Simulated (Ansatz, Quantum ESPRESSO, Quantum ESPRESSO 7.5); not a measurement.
# The work function of Ru(0001), 4 layers, one monolayer of C on top sites, level by level

Wanted: work functions and the surface dipole of Ru(0001), 4 layers, one monolayer of C on top sites at several levels, with their cost.

Calculated with Quantum ESPRESSO 7.5; plane-wave DFT, PBE, GBRV ultrasoft pseudopotentials (geometry and cross-check by Ansatz 0.2.0 with PAW datasets; geometry under PBE).

## (1) The structure

The cell holds 5 atoms: 4 Ru and 1 C. Its edges and angles: a = 2.700 Å, b = 2.700 Å, c = 25.415 Å, α = 90.0°, β = 90.0°, γ = 60.0°. It derives from Ru. Vacuum lies along c.

## (2) Relaxation with Ansatz

A relaxation in Ansatz fixes the structure of this slab for the runs on it.

input.yaml reads:

```yaml
crystal:
  lattice:
    - [2.7, 0.0, 0.0]
    - [1.35, 2.3382685902, 0.0]
    - [0.0, 0.0, 25.4152]
  atoms:
    - { symbol: Ru, position: [0.6666666667, 0.6666666667, 0.3265762221] }
    - { symbol: Ru, position: [0.0, 0.0, 0.4107148478] }
    - { symbol: Ru, position: [0.6666666667, 0.6666666667, 0.4948534735] }
    - { symbol: Ru, position: [0.0, 0.0, 0.5789920992] }
    - { symbol: C, position: [0.0, 0.0, 0.666341402] }
kpoints:
  mp_grid: { grid: [12, 12, 1] }
hamiltonian:
  xc: pbe
scf:
  occupations: { method: fermi_dirac, width: 0.1 }
  convergence: { dr2_threshold: 1.0e-08 }
efield:
  axis: 3
  dipole_correction: true
  ramp_position: 0.97
  ramp_width: 0.04
relax:
  f_tol: 0.01
  constraints: [{ sites: [0, 1] }]
output:
  write_potential: true
  write_density: true
  volumetric_format: npy
```

The run is started by

```console
$ ansatz run input.yaml --threads 4 --pin off --max-ram 8192MiB --backend cpu --events-out ev --progress --plain --runs-dir out
```

Numbers of over 12 decimals in the logs are rounded to 6 here.

The log of the run:

```text
Engine: ansatz 0.2.0, aarch64-unknown-linux-gnu
Pseudopotentials: kind: paw
Pseudopotential: Ru, paw, valence charge 16, recommended cutoff 420 eV (normal), Ru.paw.azcp
Pseudopotential: C, paw, valence charge 4, recommended cutoff 420 eV (normal), C.paw.azcp
Functional definition: PBE
  parameter kappa = 0.804
  parameter beta = 0.066725
  exchange = pbe_x(kappa = kappa, mu = beta*pi^2/3)
  correlation = pbe_c(beta = beta)
Crystal: 5 atoms, lattice volume = 160.454 Å³
Basis set: ecut = 420 eV, 3199 PW (Γ), exchange–correlation on 40×40×360 points (8 copies of the dense FFT grid, shifted against one another)
Bands: 41, of which v1, the nominal top of the filled ones, is band 34 counted from 1 (33 counted from 0)
Symmetry: 6 space group operations
Space group: P3m1 (ITA 156), of the structure as read, at distance tolerance 5.4e-5 Å
k-points: 19 of 144 (time reversal used)
Non-local potential: Ru, projectors of the file, l = 0: 3, l = 1: 2, l = 2: 2, l = 3: 1
Non-local potential: C, projectors of the file, l = 0: 2, l = 1: 2, l = 2: 1
PAW form: soft (Blöchl's): semilocal exchange-correlation on the pseudo side does not see the compensation charge
PAW one-centre angular grid: Ru, 590 points (default); XC on 64 Gauss nodes
PAW one-centre angular grid: C, 110 points (default); XC on 64 Gauss nodes
Initial density: superposition of atomic densities (neutral atoms: chi_scale 0, normalization atom), corrected by the library's trained network
Initial wavefunctions: pseudopotential atomic-orbital guess
Functional: x = pbe(κ = 0.804, μ = 0.219515), c = pbe(β = 0.066725)
SCF iter   1: F=—  HF=-23759.486691 eV  |F-HF|=—  |Δ(HF+E_count)|=         —  Δρ=2.28e-2  dr2=1.52e1  ethr=1.77e-3  p=-0.054 e·Å  D=-6.03e-2 V/Å  ΔV_dip=1.53 eV  dr2_dipole=6.22e0  V_vac-E_F(+/−)=6.45/4.91 eV  ⟨swp⟩=7.9  Hψ=3517  notcnv=0
efield: sawtooth ramp at fractional position 0.9700 (set: `efield.ramp_position`, or a place that a band, a saddle search or an elastic batch's reference lends), width 0.0400; the density the first Hamiltonian is built on has a dipole p = -0.054 e·Å; the dipole correction subtracts the counter field D = -6.03e-2 V/Å, which shifts the + side's vacuum level by +1.53 eV against the − side's; the planar-averaged density in the ramp window peaks in size at 1.9e-5 e/Å³
preconditioner: auto → LDOS  [metal: Δε(μ)=0.041 eV  Ē_g=4.607 eV  σ=0.100 eV  W_gap=0.10  n_scr=18 (ndim 8)  ℏωp=17.6 eV  f_vac=0.534  D(μ)=5.13/eV (n_scr^D=18)  β→1.0]
SCF iter   2: F=—  HF=-23759.313095 eV  |F-HF|=—  |Δ(HF+E_count)|=   1.74e-1  Δρ=7.39e-3  dr2=2.74e-1  ethr=1.77e-3  p=-0.074 e·Å  D=-8.31e-2 V/Å  ΔV_dip=2.11 eV  dr2_dipole=3.27e-2  V_vac-E_F(+/−)=7.06/4.95 eV  ⟨swp⟩=2.0  Hψ=1011  notcnv=0
SCF iter   3: F=—  HF=-23759.308776 eV  |F-HF|=—  |Δ(HF+E_count)|=   4.32e-3  Δρ=1.74e-3  dr2=1.90e-2  ethr=4.03e-4  p=-0.069 e·Å  D=-7.74e-2 V/Å  ΔV_dip=1.97 eV  dr2_dipole=6.04e-3  V_vac-E_F(+/−)=7.03/5.06 eV  ⟨swp⟩=2.0  Hψ=900  notcnv=0
SCF iter   4: F=—  HF=-23759.307375 eV  |F-HF|=—  |Δ(HF+E_count)|=   1.40e-3  Δρ=3.08e-4  dr2=5.68e-4  ethr=2.80e-5  p=-0.071 e·Å  D=-7.95e-2 V/Å  ΔV_dip=2.02 eV  dr2_dipole=5.79e-5  V_vac-E_F(+/−)=7.06/5.04 eV  ⟨swp⟩=1.9  Hψ=1105  notcnv=0
SCF iter   5: F=—  HF=-23759.307424 eV  |F-HF|=—  |Δ(HF+E_count)|=   4.92e-5  Δρ=1.16e-4  dr2=2.90e-5  ethr=8.36e-7  p=-0.070 e·Å  D=-7.94e-2 V/Å  ΔV_dip=2.02 eV  dr2_dipole=5.51e-6  V_vac-E_F(+/−)=7.07/5.05 eV  ⟨swp⟩=2.4  Hψ=1359  notcnv=0
SCF iter   6: F=—  HF=-23759.307475 eV  |F-HF|=—  |Δ(HF+E_count)|=   5.10e-5  Δρ=5.95e-5  dr2=1.43e-5  ethr=4.26e-8  p=-0.070 e·Å  D=-7.94e-2 V/Å  ΔV_dip=2.02 eV  dr2_dipole=2.60e-6  V_vac-E_F(+/−)=7.07/5.06 eV  ⟨swp⟩=3.1  Hψ=1649  notcnv=0
SCF iter   7: F=—  HF=-23759.307474 eV  |F-HF|=—  |Δ(HF+E_count)|=   1.21e-6  Δρ=2.12e-5  dr2=1.65e-6  ethr=2.10e-8  p=-0.070 e·Å  D=-7.93e-2 V/Å  ΔV_dip=2.02 eV  dr2_dipole=4.61e-9  V_vac-E_F(+/−)=7.08/5.06 eV  ⟨swp⟩=2.3  Hψ=1138  notcnv=0
SCF iter   8: F=—  HF=-23759.307473 eV  |F-HF|=—  |Δ(HF+E_count)|=   7.80e-7  Δρ=6.82e-6  dr2=1.71e-7  ethr=2.42e-9  p=-0.070 e·Å  D=-7.93e-2 V/Å  ΔV_dip=2.02 eV  dr2_dipole=1.21e-9  V_vac-E_F(+/−)=7.08/5.06 eV  ⟨swp⟩=2.8  Hψ=1465  notcnv=0
SCF iter   9: F=—  HF=-23759.307473 eV  |F-HF|=—  |Δ(HF+E_count)|=   8.59e-8  Δρ=2.32e-6  dr2=1.16e-8  ethr=2.51e-10  p=-0.070 e·Å  D=-7.93e-2 V/Å  ΔV_dip=2.02 eV  dr2_dipole=1.07e-9  V_vac-E_F(+/−)=7.08/5.06 eV  ⟨swp⟩=2.6  Hψ=1345  notcnv=0
SCF iter  10: F=-23759.307473 eV  HF=-23759.307473 eV  |F-HF|=2.13e-8  |Δ(HF+E_count)|=   6.28e-8  Δρ=1.02e-6  dr2=1.77e-9  ethr=1.47e-11  p=-0.070 e·Å  D=-7.93e-2 V/Å  ΔV_dip=2.02 eV  dr2_dipole=5.47e-11  V_vac-E_F(+/−)=7.08/5.06 eV  ⟨swp⟩=10.7  Hψ=5951  notcnv=0
SCF 1 converged in 10 iterations: F = -23759.307473 eV  dr2 = 1.77e-9
  greatest PAW one-centre occupation: 0.998 electrons in one spin orbital (limit 2), on the Ru atom at site 0 (counted from 0), in its partial waves of l = 0
relax step   1: F+E_penalty+E_count = -23759.30747346 eV  Δ(F+E_penalty+E_count) = +0.000e0 eV  max|allowed force component| = 2.504e0 eV/Å  Δτ_max = 0.0000 Å  (10 SCF iters, accepted)
Initial density: handed on by an earlier stage of this run
Initial wavefunctions: those handed on with the density
SCF iter   1: F=—  HF=-23760.073799 eV  |F-HF|=—  |Δ(HF+E_count)|=         —  Δρ=1.82e-2  dr2=2.49e0  ethr=3.10e-3  p=-0.070 e·Å  D=-7.93e-2 V/Å  ΔV_dip=2.02 eV  dr2_dipole=1.07e0  V_vac-E_F(+/−)=7.13/5.12 eV  ⟨swp⟩=4.7  Hψ=1841  notcnv=0
efield: sawtooth ramp at fractional position 0.9700 (set: `efield.ramp_position`, or a place that a band, a saddle search or an elastic batch's reference lends), width 0.0400; the density the first Hamiltonian is built on has a dipole p = -0.070 e·Å; the dipole correction subtracts the counter field D = -7.93e-2 V/Å, which shifts the + side's vacuum level by +2.02 eV against the − side's; the planar-averaged density in the ramp window peaks in size at 1.0e-6 e/Å³
preconditioner: auto → LDOS  [metal: Δε(μ)=0.054 eV  Ē_g=4.741 eV  σ=0.100 eV  W_gap=0.13  n_scr=18 (ndim 8)  ℏωp=17.6 eV  f_vac=0.539  D(μ)=5.20/eV (n_scr^D=18)  β→1.0]
SCF iter   2: F=—  HF=-23760.021191 eV  |F-HF|=—  |Δ(HF+E_count)|=   5.26e-2  Δρ=5.86e-3  dr2=1.27e-1  ethr=3.10e-3  p=-0.078 e·Å  D=-8.83e-2 V/Å  ΔV_dip=2.24 eV  dr2_dipole=3.77e-3  V_vac-E_F(+/−)=7.26/5.02 eV  ⟨swp⟩=1.9  Hψ=992  notcnv=0
SCF iter   3: F=—  HF=-23760.019647 eV  |F-HF|=—  |Δ(HF+E_count)|=   1.54e-3  Δρ=4.56e-3  dr2=9.83e-2  ethr=1.86e-4  p=-0.074 e·Å  D=-8.36e-2 V/Å  ΔV_dip=2.12 eV  dr2_dipole=5.15e-3  V_vac-E_F(+/−)=7.16/5.04 eV  ⟨swp⟩=3.0  Hψ=1674  notcnv=0
[...]
SCF iter   7: F=—  HF=-23760.241855 eV  |F-HF|=—  |Δ(HF+E_count)|=   9.62e-5  Δρ=5.72e-5  dr2=1.15e-5  ethr=6.36e-8  p=-0.059 e·Å  D=-6.61e-2 V/Å  ΔV_dip=1.68 eV  dr2_dipole=1.58e-7  V_vac-E_F(+/−)=6.79/5.11 eV  ⟨swp⟩=2.8  Hψ=1418  notcnv=0
SCF iter   8: F=—  HF=-23760.241865 eV  |F-HF|=—  |Δ(HF+E_count)|=   1.07e-5  Δρ=1.63e-5  dr2=4.12e-7  ethr=1.69e-8  p=-0.058 e·Å  D=-6.58e-2 V/Å  ΔV_dip=1.67 eV  dr2_dipole=8.47e-8  V_vac-E_F(+/−)=6.78/5.11 eV  ⟨swp⟩=2.1  Hψ=1105  notcnv=0
SCF iter   9: F=—  HF=-23760.241868 eV  |F-HF|=—  |Δ(HF+E_count)|=   2.23e-6  Δρ=6.24e-6  dr2=7.61e-8  ethr=6.06e-10  p=-0.058 e·Å  D=-6.57e-2 V/Å  ΔV_dip=1.67 eV  dr2_dipole=8.49e-9  V_vac-E_F(+/−)=6.78/5.11 eV  ⟨swp⟩=3.2  Hψ=1597  notcnv=0
SCF iter  10: F=—  HF=-23760.241868 eV  |F-HF|=—  |Δ(HF+E_count)|=   2.18e-7  Δρ=2.46e-6  dr2=1.58e-8  ethr=1.12e-10  p=-0.058 e·Å  D=-6.57e-2 V/Å  ΔV_dip=1.67 eV  dr2_dipole=1.07e-9  V_vac-E_F(+/−)=6.78/5.11 eV  ⟨swp⟩=2.3  Hψ=1215  notcnv=0
SCF iter  11: F=-23760.241868 eV  HF=-23760.241868 eV  |F-HF|=1.52e-8  |Δ(HF+E_count)|=   1.15e-7  Δρ=5.11e-7  dr2=7.00e-10  ethr=1.47e-11  p=-0.058 e·Å  D=-6.57e-2 V/Å  ΔV_dip=1.67 eV  dr2_dipole=1.40e-12  V_vac-E_F(+/−)=6.78/5.11 eV  ⟨swp⟩=10.2  Hψ=5741  notcnv=0
SCF 3 converged in 11 iterations: F = -23760.241868 eV  dr2 = 7.00e-10
  greatest PAW one-centre occupation: 0.999 electrons in one spin orbital (limit 2), on the Ru atom at site 3 (counted from 0), in its partial waves of l = 0
relax step   3: F+E_penalty+E_count = -23760.24186794 eV  Δ(F+E_penalty+E_count) = -2.408e-1 eV  max|allowed force component| = 5.312e0 eV/Å  Δτ_max = 0.1950 Å  (11 SCF iters, accepted)
[...]
relax step   4: F+E_penalty+E_count = -23760.52082246 eV  Δ(F+E_penalty+E_count) = -2.790e-1 eV  max|allowed force component| = 1.030e0 eV/Å  Δτ_max = 0.1270 Å  (10 SCF iters, accepted)
[...]
relax step   5: F+E_penalty+E_count = -23760.54817488 eV  Δ(F+E_penalty+E_count) = -2.735e-2 eV  max|allowed force component| = 5.119e-1 eV/Å  Δτ_max = 0.0809 Å  (9 SCF iters, accepted)
[...]
relax step   6: F+E_penalty+E_count = -23760.56048952 eV  Δ(F+E_penalty+E_count) = -1.231e-2 eV  max|allowed force component| = 1.244e-2 eV/Å  Δτ_max = 0.0624 Å  (9 SCF iters, accepted)
SCF iter   1: F=—  HF=-23760.560491 eV  |F-HF|=—  |Δ(HF+E_count)|=         —  Δρ=1.30e-4  dr2=1.71e-5  ethr=1.08e-6  p=-0.067 e·Å  D=-7.59e-2 V/Å  ΔV_dip=1.93 eV  dr2_dipole=8.86e-7  V_vac-E_F(+/−)=7.02/5.09 eV  ⟨swp⟩=2.0  Hψ=1235  notcnv=0
efield: sawtooth ramp at fractional position 0.9700 (set: `efield.ramp_position`, or a place that a band, a saddle search or an elastic batch's reference lends), width 0.0400; the density the first Hamiltonian is built on has a dipole p = -0.067 e·Å; the dipole correction subtracts the counter field D = -7.59e-2 V/Å, which shifts the + side's vacuum level by +1.93 eV against the − side's; the planar-averaged density in the ramp window peaks in size at 1.9e-6 e/Å³
preconditioner: auto → LDOS  [metal: Δε(μ)=0.132 eV  Ē_g=5.030 eV  σ=0.100 eV  W_gap=0.31  n_scr=18 (ndim 8)  ℏωp=17.6 eV  f_vac=0.546  D(μ)=3.05/eV (n_scr^D=14)  β→1.0]
SCF iter   2: F=—  HF=-23760.560494 eV  |F-HF|=—  |Δ(HF+E_count)|=   2.68e-6  Δρ=5.76e-5  dr2=7.02e-6  ethr=2.51e-8  p=-0.067 e·Å  D=-7.60e-2 V/Å  ΔV_dip=1.93 eV  dr2_dipole=1.03e-7  V_vac-E_F(+/−)=7.03/5.09 eV  ⟨swp⟩=3.0  Hψ=1643  notcnv=0
SCF iter   3: F=—  HF=-23760.560496 eV  |F-HF|=—  |Δ(HF+E_count)|=   2.19e-6  Δρ=1.92e-5  dr2=1.87e-6  ethr=1.03e-8  p=-0.067 e·Å  D=-7.60e-2 V/Å  ΔV_dip=1.93 eV  dr2_dipole=2.35e-7  V_vac-E_F(+/−)=7.03/5.09 eV  ⟨swp⟩=2.4  Hψ=1325  notcnv=0
SCF iter   4: F=—  HF=-23760.560496 eV  |F-HF|=—  |Δ(HF+E_count)|=   2.12e-7  Δρ=7.45e-6  dr2=1.56e-7  ethr=2.75e-9  p=-0.067 e·Å  D=-7.60e-2 V/Å  ΔV_dip=1.93 eV  dr2_dipole=1.40e-9  V_vac-E_F(+/−)=7.03/5.09 eV  ⟨swp⟩=2.8  Hψ=1314  notcnv=0
SCF iter   5: F=-23760.560496 eV  HF=-23760.560496 eV  |F-HF|=2.01e-8  |Δ(HF+E_count)|=   2.66e-9  Δρ=1.41e-6  dr2=4.71e-9  ethr=1.47e-11  p=-0.067 e·Å  D=-7.60e-2 V/Å  ΔV_dip=1.93 eV  dr2_dipole=5.59e-13  V_vac-E_F(+/−)=7.03/5.09 eV  ⟨swp⟩=9.8  Hψ=6712  notcnv=0
SCF 7 converged in 5 iterations: F = -23760.560496 eV  dr2 = 4.71e-9
relax step   7: F+E_penalty+E_count = -23760.56049566 eV  Δ(F+E_penalty+E_count) = -6.137e-6 eV  max|allowed force component| = 4.840e-4 eV/Å  Δτ_max = 0.0013 Å  (5 SCF iters, accepted)
NSCF: frozen V_eff on 19 k-points
the band table was solved once a step of the walk had ended and its energy, with any forces and stress, was formed, with the checks that follow a solve (3588 applications of the Hamiltonian). They found nothing against the state; the energy, forces and stress were not computed again (output.eigenvalues in the input reference)
WARN: The input density's exchange-correlation potential varies sharply where the density is thin. Do not read a vacuum level from v_tot or v_xc, or from such a field of the output density. On a cell that repeats whose density bears no net charge and no dipole along the vacuum's axis use v_es (v_loc + v_h of the components); under efield.dipole_correction with no amplitude use v_es + v_field, which holds any external [...]
SCF converged after 5 iterations
Free energy (F): -23760.560496 eV
Harris-Foulkes:  -23760.560496 eV  (|F-HF|=2.01e-8)
Internal energy: -23760.451771 eV  (E = F + TS)
E sigma→0 (E₀):  -23760.506133 eV
Entropy (-TS):   -0.108724 eV (-21.745 meV/atom)
Fermi energy:    4.663708 eV
Dipole field:    D = -0.075982 V/Å  (p = -0.067375 e·Å, saw-weighted, corrected)
Work function:   Φ+ = 7.0258 eV   Φ− = 5.0947 eV
Levels:          The Fermi level and band energies are counted from a zero that moves with the ramp; work functions are not
--- Per-component energies (eV) ---
  E_band       = -1414.118890
  E_kinetic    = 2136.865072
  E_local      = -118199.103221  (includes V_loc(G=0)·N_el)
  E_nonlocal   = 1403.702083
  E_hartree    = 57575.776724
  E_xc         = -806.243009
  E_vxc        = -1010.830262  (∫ρ·V_xc dr)
  E_paw        = -13941.764125  (= ΣΔE_a)
  E_vpaw       = -893.168821  (= ΣTr[D̂ρ^β])
  E_aug_tail   = -0.000747  (compensation charges beyond the density's cutoff)
  E_efield     = 0.002560  (sawtooth field / dipole correction)
  E_vefield    = -3.146328  (∫n·V_field dr)
  E_ewald      = 48070.312892
  E_smearing   = -0.108724  (= −TS)
  E_closure    = -0.000000  (closes the sum)
  Σ components = -23760.560496   (vs F -23760.560496, Δ=0.00e0)
--- Forces (eV/Å), atoms counted from 1 ---
  atom   1  Ru     0.00000000     0.00000000     0.55856793
  atom   2  Ru    -0.00000000     0.00000000    -0.55818544
  atom   3  Ru    -0.00000000    -0.00000000    -0.00048399
  atom   4  Ru     0.00000000     0.00000000    -0.00028241
  atom   5  C      0.00000000    -0.00000000     0.00044142
  max |Σ_I F_I| component: 5.75e-5 eV/Å
--- Band table (eV; the first three rows and the last of 19) ---
  k-point 0: bands = [... 30 lower, 2.7773, 2.7831, 3.6764, 3.6764, 4.1788, 4.1788, 4.3936, 5.2697, ... 3 higher]
  k-point 1: bands = [... 30 lower, 2.8582, 2.9588, 3.3655, 3.5966, 3.9017, 4.1340, 4.2598, 4.8205, ... 3 higher]
  k-point 2: bands = [... 30 lower, 2.9512, 3.2622, 3.3616, 3.4277, 3.6588, 4.0666, 4.1194, 5.0424, ... 3 higher]
  k-point 18: bands = [... 30 lower, 3.3220, 3.5888, 3.8971, 4.9731, 5.2072, 5.3599, 5.8187, 6.5818, ... 3 higher]
--- Relaxed structure (7 steps of the walk, 7 accepted, 0 SCFs on fresh bases) ---
  F+E_penalty+E_count = -23760.56049566 eV   max|allowed force component| = 4.840e-4 eV/Å
  atoms:
    - { symbol: Ru, position: [0.666667, 0.666667, 0.3265762221] }
    - { symbol: Ru, position: [0, 0, 0.4107148478] }
    - { symbol: Ru, position: [0.666667, 0.666667, 0.493002] }
    - { symbol: Ru, position: [5.425210638786789e-18, 0, 0.586779] }
    - { symbol: C, position: [-8.79078238529686e-18, 0, 0.653724] }
```

Wall time 24 s (4 threads of Arm Neoverse V2, shared host); peak memory 0.47 GiB.

Step by step:

```tsv
step	energy less that of the first step (eV)	largest force component (eV/Å)
1	0.0000	2.5038
2	-0.6936	3.1760
3	-0.9344	5.3115
4	-1.2133	1.0295
5	-1.2407	0.5119
6	-1.2530	0.0124
7	-1.2530	0.0005
```

Forces are held to the 6 operations that the run works with; a distortion that breaks them can't arise in this run.

The atoms that moved most (Å):

```tsv
atom	dx	dy	dz	length
C5	0.000	0.000	-0.321	0.321
Ru4	0.000	0.000	0.198	0.198
Ru3	0.000	0.000	-0.047	0.047
```

Final coordinates:

```xyz
5
Lattice="2.7000 0.0000 0.0000 1.3500 2.3383 0.0000 0.0000 0.0000 25.4152" Properties=species:S:1:pos:R:3
Ru    2.7000    1.5588    8.3000
Ru    0.0000    0.0000   10.4384
Ru    2.7000    1.5588   12.5298
Ru    0.0000    0.0000   14.9131
C     0.0000    0.0000   16.6145
```

The relaxation lowers the energy by 251 meV an atom. Held were the atoms numbered 1 and 2; the forces quoted are those on the free ones.

This step gave:

* free energy: -23760.5605 eV
* energy at zero smearing: -23760.5061 eV
* smearing term TS: 0.1087 eV
* Fermi energy: 4.664 eV
* symmetry operations: 6
* work function of the upper face: 7.026 eV
* work function of the lower face: 5.095 eV
* dipole along the normal: -0.06738 e·Å

(Part 1 of 6 ends here.)

[Logs are printed without paths, hosts, clocks, repeated set-up lines and the standing remarks that a program may print on its own settings, such as how far it seeks lower states.]

[Hosts, paths, dates, database ids (printed as entryN), source tags and the programs' standing remarks are cut or masked in the printed files.]

[Maps of the electrostatic potential energy from Ansatz leave out the sawtooth potential of an applied field or a dipole correction, so their vacuum need not be flat; planar profiles and work functions include it.]
